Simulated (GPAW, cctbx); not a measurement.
## Be3Si2: what bonding does to one electron reflection, worked out

Be3Si2, P-6m2 (no. 187), a = 3.7838 Å, b = 3.7838 Å, c = 4.7921 Å, α = 90.00°, β = 90.00°, γ = 120.00°.

| atom | mult. | x | y | z |
| --- | --- | --- | --- | --- |
| Si1 | 1 | 0 | 0 | 0 |
| Si2 | 1 | 1/3 | 2/3 | 1/2 |
| Be1 | 1 | 1/3 | 2/3 | 0 |
| Be2 | 2 | 2/3 | 1/3 | 0.2726 |

The start was made by putting kin elements into a known structure type; the compound need not exist, or be stable, in this form.

A DFT run (GPAW, PBE, 450 eV, 7×7×5 k-points (along the axes of the calculation cell), Fermi–Dirac width 0.1 eV) gives the static X-ray structure factor of 001 as 2.259 e for the conventional cell; superposed free atoms give 2.171 e. **Problem.** Find the Fourier component V of the crystal potential and the two-beam extinction distance at 200 kV in both cases.

### 1. Geometry

The cell volume is Ω = 59.42 Å³ and d(001) = 4.7921 Å, so g = 1/d = 0.2087 Å⁻¹.

### 2. The nuclei

Electrons feel nuclei as well as electrons, so the nuclear charges are summed with the same phases.

Phase sums Σ exp(2πi h·x), turned so that the total is real and positive: Si 0.000, Be +0.717. Then F_Z = 14 × (0.000) + 4 × (+0.717) = 2.87 e. The electron term has the same sign for this reflection.

### 3. Mott–Bethe

Poisson's equation, term by term, gives V = (e/4πε₀)(F_Z − F)/(πΩg²), with e/4πε₀ = 14.3996 V Å.

The prefactor is 14.3996 × 4.7921²/(π × 59.42) = 1.77149 V per electron. Free atoms: (2.87 − 2.171) × 1.77149 = 1.233 V. Crystal: (2.87 − 2.259) × 1.77149 = 1.077 V. F changes by +4.05 % and V by -12.6 %: the same 0.09 e is measured against F_Z − F = 0.7 e in place of F = 2.2 e.

### 4. Extinction distance

In the two-beam case ξ = 1/(λU) with U = 2γm₀eV/h², that is ξ = 150.41 V Å²/(γλV).

At 200 kV, λ = 0.02508 Å and γ = 1.3914. Free atoms: ξ = 3495 Å. Crystal: ξ = 4001 Å. The thickness fringes go as sin²(πt/ξ), so the two patterns slip by a quarter of a period when t|1/ξ₁ − 1/ξ₀| = 1/4, at t ≈ 691 nm. Thermal motion, absorption and many-beam coupling, left out here, change a real pattern.

### 5. Answer

V(001) is 1.08 V against 1.23 V, and ξ is 4001 against 3495 Å. Limits: static atoms, two beams.
